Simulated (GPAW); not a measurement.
**FeO2 (P4_2/mnm): the O K absorption edge**

What does one-electron theory with a core hole give for the O K edge of FeO2 (P4_2/mnm)?

Method: X-ray absorption from dipole matrix elements to empty bands, plane-wave PAW LDA+U, in GPAW 26.7.0.

Most raw output is cut from this account.

## Step 1: The structure

It takes space group P4_2/mnm (No. 136, tetragonal). Conventional cell: a = 4.609 Å, b = 4.609 Å, c = 2.977 Å, α = 90.00°, β = 90.00°, γ = 90.00°. Fe has 6 O at 1.94 to 2.02 Å nearest. O has 3 Fe at 1.94 to 2.02 Å nearest. Farther neighbours and most contacts between anions are not listed.

Structure file:

```xyz
6
Lattice="4.6094 0.0000 0.0000 0.0000 4.6094 0.0000 0.0000 0.0000 2.9771" Properties=species:S:1:pos:R:3 pbc="T T T"
Fe    2.3047    2.3047    1.4886
Fe    0.0000    0.0000    0.0000
O     0.8783    3.7311    1.4886
O     3.1830    3.1830    0.0000
O     1.4264    1.4264    0.0000
O     3.7311    0.8783    1.4886
```

## Step 2: Ground state of the crystal

The ground state comes first: it tells whether the system has a gap, which decides how the excited electron is treated.

The input, scf.py:

```python
import numpy as np
from ase import Atoms
from ase.parallel import parprint, paropen
from gpaw import GPAW, PW, FermiDirac, Mixer, MixerDif, setup_paths
from gpaw.test import gen
setup_paths.insert(0, '.')
gen('O', name='nch1s', xcname='LDA', corehole=(1, 0, 0), write_xml=True)
from gpaw.mpi import world
world.barrier()

atoms = Atoms('Fe2O4',
    cell=[[4.609413, 0, 0],
     [0, 4.609413, 0],
     [0, 0, 2.977108]],
    scaled_positions=[[0.5, 0.5, 0.5],
     [0, 0, 0],
     [0.190544, 0.809456, 0.5],
     [0.690544, 0.690544, 0],
     [0.309456, 0.309456, 0],
     [0.809456, 0.190544, 0.5]],
    magmoms=[4.0, -4.0, 0.0, 0.0, 0.0, 0.0],
    pbc=True)
atoms.calc = calc = GPAW(legacy_gpaw=True, mode=PW(500, force_complex_dtype=True), xc='LDA', setups={'Fe': ':d,4', 2: 'nch1s'},
    kpts={'size': (6, 6, 8), 'gamma': True}, occupations=FermiDirac(0.05),
    charge=0, mixer=MixerDif(0.05, 8, 50), maxiter=150,
    convergence={'density': 0.0001, 'eigenstates': 1e-6}, txt='scf.txt')
energy = atoms.get_potential_energy() + calc.get_reference_energy()
ef = calc.get_fermi_level()
out = dict(energy=energy, fermi=ef, forces=atoms.get_forces().tolist(), magmoms=atoms.get_magnetic_moments().tolist())
parprint(f'all-electron energy {energy:.4f} eV, Fermi level {ef:.4f} eV')
ev = np.array([[calc.get_eigenvalues(k, s) for k in range(len(calc.get_ibz_k_points()))] for s in range(calc.get_number_of_spins())])
out['homo'], out['lumo'], out['counts'] = ev[ev < ef].max(), ev[ev > ef].min(), sorted(set((ev < ef).sum((0, 2)).tolist()))
out['filled'] = (ev[:, 0] < ef).sum(1).tolist()
import json
with paropen('out.json', 'w') as f:
    json.dump(out, f)
```

Command:

```sh
$ OMP_NUM_THREADS=1 mpirun -n 4 gpaw python scf.py
```

It took 35 s on 4 MPI ranks of AMD EPYC 9R14 (Zen 4), shared host; peak memory 0.25 GiB; 2.3 min of CPU time.

The mesh shows no gap, so the system is treated as a metal and the core electron is put at the Fermi level (neutral cell).

Site moments (μB): 3.75, -3.75, -0.02, 0.02, 0.02, -0.02.

## Step 3: Reference energy of the supercell

The photon energy needs a difference of total energies, so the cell and mesh of the coming hole run are first run without a hole.

scf.py: that of step 2 with these lines changed.

```diff
@@ -10,16 +10,22 @@
 
-atoms = Atoms('Fe2O4',
-    cell=[[4.609413, 0, 0],
-     [0, 4.609413, 0],
-     [0, 0, 2.977108]],
-    scaled_positions=[[0.5, 0.5, 0.5],
+atoms = Atoms('Fe4O8',
+    cell=[[4.609413, 0, 2.977108],
+     [0, 4.609413, 2.977108],
+     [-4.609413, 0, 2.977108]],
+    scaled_positions=[[0.25, 0.5, 0.75],
+     [0.75, 0.5, 0.25],
      [0, 0, 0],
-     [0.190544, 0.809456, 0.5],
-     [0.690544, 0.690544, 0],
-     [0.309456, 0.309456, 0],
-     [0.809456, 0.190544, 0.5]],
-    magmoms=[4.0, -4.0, 0.0, 0.0, 0.0, 0.0],
+     [0.5, 0, 0.5],
+     [0.940544, 0.809456, 0.75],
+     [0.440544, 0.809456, 0.25],
+     [0, 0.690544, 0.309456],
+     [0.5, 0.690544, 0.809456],
+     [0, 0.309456, 0.690544],
+     [0.5, 0.309456, 0.190544],
+     [0.559456, 0.190544, 0.75],
+     [0.059456, 0.190544, 0.25]],
+    magmoms=[4.0, 4.0, -4.0, -4.0, 0.0, 0.0, 0.0, 0.0, 0.0, 0.0, 0.0, 0.0],
     pbc=True)
-atoms.calc = calc = GPAW(legacy_gpaw=True, mode=PW(500, force_complex_dtype=True), xc='LDA', setups={'Fe': ':d,4', 2: 'nch1s'},
-    kpts={'size': (6, 6, 8), 'gamma': True}, occupations=FermiDirac(0.05),
+atoms.calc = calc = GPAW(legacy_gpaw=True, mode=PW(500, force_complex_dtype=True), xc='LDA', setups={'Fe': ':d,4', 4: 'nch1s'},
+    kpts={'size': (4, 4, 4), 'gamma': True}, occupations=FermiDirac(0.1),
     charge=0, mixer=MixerDif(0.05, 8, 50), maxiter=150,
```

Run time: 56 s. Hardware: 4 MPI ranks; peak memory 0.37 GiB; 3.7 min of CPU time.

Reference energy: -154543.883 eV with the cores included.

## Step 4: Spectrum with XCH, O atom 3

The holes are 5.5 Å apart. In GPAW the data set carries the hole's charge, so charge=0 means a charged cell and charge=-1 a neutral one. The excited electron is kept in the cell, where it fills the lowest empty states and screens the hole. After the field has converged, empty bands are computed with the density fixed and the dipole matrix elements are summed.

The absorber has 2 Fe at 1.94 Å and 1 Fe at 2.02 Å (distorted trigonal planar, site symmetry m2m).

The input, xas.py:

```python
import numpy as np
from ase import Atoms
from ase.parallel import parprint, paropen
from gpaw import GPAW, PW, FermiDirac, Mixer, MixerDif, setup_paths
from gpaw.test import gen
setup_paths.insert(0, '.')
gen('O', name='fch1s', xcname='LDA', corehole=(1, 0, 1), write_xml=True)
from gpaw.mpi import world
world.barrier()

atoms = Atoms('Fe4O8',
    cell=[[4.609413, 0, 2.977108],
     [0, 4.609413, 2.977108],
     [-4.609413, 0, 2.977108]],
    scaled_positions=[[0.25, 0.5, 0.75],
     [0.75, 0.5, 0.25],
     [0, 0, 0],
     [0.5, 0, 0.5],
     [0.940544, 0.809456, 0.75],
     [0.440544, 0.809456, 0.25],
     [0, 0.690544, 0.309456],
     [0.5, 0.690544, 0.809456],
     [0, 0.309456, 0.690544],
     [0.5, 0.309456, 0.190544],
     [0.559456, 0.190544, 0.75],
     [0.059456, 0.190544, 0.25]],
    magmoms=[4.0, 4.0, -4.0, -4.0, 0.0, 0.0, 0.0, 0.0, 0.0, 0.0, 0.0, 0.0],
    pbc=True)
atoms.calc = calc = GPAW(legacy_gpaw=True, mode=PW(500, force_complex_dtype=True), xc='LDA', setups={'Fe': ':d,4', 4: 'fch1s'},
    kpts={'size': (4, 4, 4), 'gamma': True}, occupations=FermiDirac(0.1),
    charge=-1, mixer=MixerDif(0.05, 8, 50), maxiter=150,
    convergence={'density': 0.0001, 'eigenstates': 1e-6}, txt='scf.txt')
energy = atoms.get_potential_energy() + calc.get_reference_energy()
ef = calc.get_fermi_level()
out = dict(energy=energy, fermi=ef, forces=atoms.get_forces().tolist(), magmoms=atoms.get_magnetic_moments().tolist())
parprint(f'all-electron energy {energy:.4f} eV, Fermi level {ef:.4f} eV')
ev = np.array([[calc.get_eigenvalues(k, s) for k in range(len(calc.get_ibz_k_points()))] for s in range(calc.get_number_of_spins())])
out['homo'], out['lumo'], out['counts'] = ev[ev < ef].max(), ev[ev > ef].min(), sorted(set((ev < ef).sum((0, 2)).tolist()))
out['filled'] = (ev[:, 0] < ef).sum(1).tolist()

from ase.units import Ha
from gpaw.xas import dipole_matrix_elements
nb = int(calc.get_number_of_electrons() / 2) + 98
top, nb = nb, nb + 8 + nb // 12
nscf = calc.fixed_density(kpts={'size': (5, 5, 5), 'gamma': True}, nbands=nb,
    convergence={'bands': top, 'eigenstates': 5e-3}, maxiter=60, txt='nscf.txt')
cell = atoms.cell.array
ops = [cell.T @ U.T @ np.linalg.inv(cell.T) for U in nscf.wfs.kd.symmetry.op_scc]
E = np.arange(-6, 34, 0.1)
fwhm = np.interp(E, [4, 25], [0.9, 3.5])
Y, X, zero, highest = 0, 0, 1e9, 1e9
for spin in range(nscf.get_number_of_spins()):
    wfs = nscf.wfs
    mine = wfs.bd.get_slice()  # this rank's bands
    A = dipole_matrix_elements(wfs.setups[4])
    eps = np.zeros((wfs.kd.nibzkpts, nb))
    d = np.zeros((3, A.shape[1], wfs.kd.nibzkpts, nb), complex)
    for kpt in wfs.kpt_u:
        if kpt.s == spin and 4 in kpt.P_ani:
            eps[kpt.k, mine] = kpt.eps_n * Ha
            d[:, :, kpt.k, mine] = (kpt.weight * wfs.nspins / 2) ** 0.5 * np.inner(A, kpt.P_ani[4])
    world.sum(eps)
    world.sum(d)
    T = np.einsum('amkn,bmkn->abkn', d, d.conj()).real
    T = sum(np.einsum('ai,ijkn,bj->abkn', R, T, R) for R in ops) / len(ops)
    empty = eps > ef
    zero, highest = min(zero, eps[empty].min()), min(highest, eps[:, top - 1].min())
    lines = [(eps, T, empty)] if spin == 0 else lines + [(eps, T, empty)]
for eps, T, empty in lines:
    f = np.einsum('aakn->akn', T).reshape(3, -1)
    x = eps.ravel() - zero
    w = np.interp(x, E, fwhm) / 2.35482
    g = np.exp(-0.5 * ((E[:, None] - x) / w) ** 2) / (w * (2 * np.pi) ** 0.5)
    Y = Y + (f * empty.ravel()) @ g.T
    X = X + (f * ~empty.ravel()) @ g.T
out.update(E=E.round(2).tolist(), xas=Y.tolist(), xes=X.tolist(), zero=zero, valid=highest - zero, nk=len(eps), nb=nb)
for i in range(0, len(E), 10):
    parprint(f'{E[i]:7.2f}', *(f'{v:10.3e}' for v in Y[:, i]))
import json
with paropen('out.json', 'w') as f:
    json.dump(out, f)
```

Command:

```sh
$ OMP_NUM_THREADS=1 mpirun -n 4 gpaw python xas.py
```

The job ended after 3 min (4 MPI ranks; peak memory 0.65 GiB).

The O K spectrum, O atom 3, excited-electron core hole (neutral cell) (energy from the lowest empty level; intensity scaled to a mean of 1 over the first 20 eV; polarised curves are means over the symmetry-equivalent atoms):

```
E (eV)  isotropic  ε ⊥ c  ε ∥ c
  -2.0       0.00   0.00   0.00
  -1.5       0.00   0.00   0.00
  -1.0       0.00   0.00   0.01
  -0.5       0.08   0.06   0.12
   0.0       0.33   0.21   0.57
   0.5       0.34   0.20   0.61
   1.0       0.09   0.06   0.16
   1.5       0.12   0.13   0.11
   2.0       0.67   0.70   0.61
   2.5       1.04   1.14   0.83
   3.0       0.90   1.03   0.63
   3.5       1.78   1.75   1.84
   4.0       1.57   1.22   2.26
   4.5       0.36   0.20   0.67
   5.0       0.02   0.01   0.04
   5.5       0.01   0.01   0.01
   6.0       0.02   0.01   0.02
   6.5       0.02   0.02   0.03
   7.0       0.05   0.05   0.06
   7.5       0.12   0.11   0.13
   8.0       0.22   0.20   0.26
   8.5       0.38   0.35   0.45
   9.0       0.62   0.56   0.73
   9.5       0.95   0.85   1.14
  10.0       1.35   1.19   1.68
  10.5       1.74   1.49   2.24
  11.0       2.01   1.68   2.66
  11.5       2.10   1.72   2.85
  12.0       2.11   1.72   2.89
  12.5       2.16   1.81   2.86
  13.0       2.31   2.07   2.78
  13.5       2.50   2.46   2.59
  14.0       2.59   2.77   2.25
  14.5       2.47   2.80   1.81
  15.0       2.11   2.49   1.36
  15.5       1.65   1.99   0.99
  16.0       1.22   1.46   0.74
  16.5       0.88   1.03   0.59
  17.0       0.66   0.74   0.50
  17.5       0.53   0.57   0.45
  18.0       0.46   0.47   0.45
  18.5       0.44   0.42   0.47
  19.0       0.44   0.40   0.52
  19.5       0.45   0.40   0.57
  20.0       0.47   0.40   0.62
  20.5       0.49   0.41   0.65
  21.0       0.52   0.45   0.65
  21.5       0.55   0.51   0.63
  22.0       0.59   0.60   0.59
  22.5       0.65   0.70   0.54
  23.0       0.70   0.79   0.51
  23.5       0.73   0.86   0.48
  24.0       0.75   0.89   0.47
  24.5       0.73   0.87   0.46
  25.0       0.71   0.83   0.46
  25.5       0.68   0.78   0.47
  26.0       0.66   0.75   0.47
  26.5       0.65   0.73   0.48
  27.0       0.65   0.73   0.50
  27.5       0.65   0.72   0.53
  28.0       0.65   0.69   0.57
  28.5       0.65   0.66   0.62
  29.0       0.65   0.63   0.70
  29.5       0.67   0.61   0.80
  30.0       0.70   0.60   0.92
  30.5       0.75   0.61   1.04
  31.0       0.80   0.63   1.15
  31.5       0.85   0.66   1.23
  32.0       0.89   0.69   1.28
```

Main maxima below 24 eV (height): 0.3 eV (0.40), 2.4 eV (1.05), 3.7 eV (1.97) and 14.0 eV (2.59). A K edge sees empty p states; the first features are O p mixed into the empty d states of the Fe neighbours, and the broad ones above probably into the cations' higher empty bands.

The total-energy difference is 522.49 eV. The functional leaves an error in such absolute values: in the free atom LDA prices this hole 4.1 eV below PBE (computed apart), and PBE is itself good to a few eV.

## Step 5: What came out

```json
{
 "absorber and edge": "O K, atom 3 of the ground-state input (counted from 1)",
 "surroundings": "2 Fe at 1.94 Å and 1 Fe at 2.02 Å (distorted trigonal planar, site symmetry m2m)",
 "highest intensity below 16 eV": "14.0 eV above the zero, height 2.59",
 "photon energy of the zero (spin-polarised hole, raw)": "522.5 eV (LDA puts this hole about 4 eV below PBE, itself good to a few eV)"
}
```

What this shows: The O K edge of atom 3, with 2 Fe at 1.94 Å and 1 Fe at 2.02 Å (distorted trigonal planar, site symmetry m2m), has its highest intensity of the first 16 eV at 14.0 eV above the zero, near 536 eV in photon energy (LDA puts this hole about 4 eV below PBE, itself good to a few eV), 2.6 times the mean level of the first 20 eV (Gaussian full width 0.9 eV up to 4 eV, rising linearly to 3.5 eV at 25 eV). At the O K edge of atom 3 polarisation matters most near 11.9 eV, where the curves differ by 1.2 on this scale. 1 further run of this session is left out of this account as redundant. The hole lies in one spin channel, while the script sums the empty states of both and takes the lower zero; where the two channels are split, this blurs and shifts the curve. The unit cell's mesh shows no gap over 0.35 eV. That is right for a metallic compound; for a small-gap or correlated insulator it would be the fault of the functional or of the assumed magnetic order, and the hole would be screened too well. The spins start antiferromagnetically in a simple order, which needn't be the measured one; gap and edge can depend on it. The holes are only 5.5 Å apart, so the shape is probably not converged with cell size; no larger cell was run here. The mesh is coarse (0.29 Å⁻¹ between points), so small maxima may be mesh ripples. The structure is a computed Materials Project entry and may be a hypothetical form.

[Logs are printed without paths, hosts, clocks, repeated set-up lines and the standing remarks that a program may print on its own settings, such as how far it seeks lower states.]

[Hosts, paths, dates, database ids (printed as entryN), source tags and the programs' standing remarks are cut or masked in the printed files.]

[Lists of maxima count a maximum above −3 eV only where it reaches 4 % of the highest in the window and stands out from its surroundings by 2 % of it (1.5 % where it reaches 55 %); shoulders and weaker maxima are passed over, and of the rest the first, up to two pre-edge ones and the few strongest are named.]
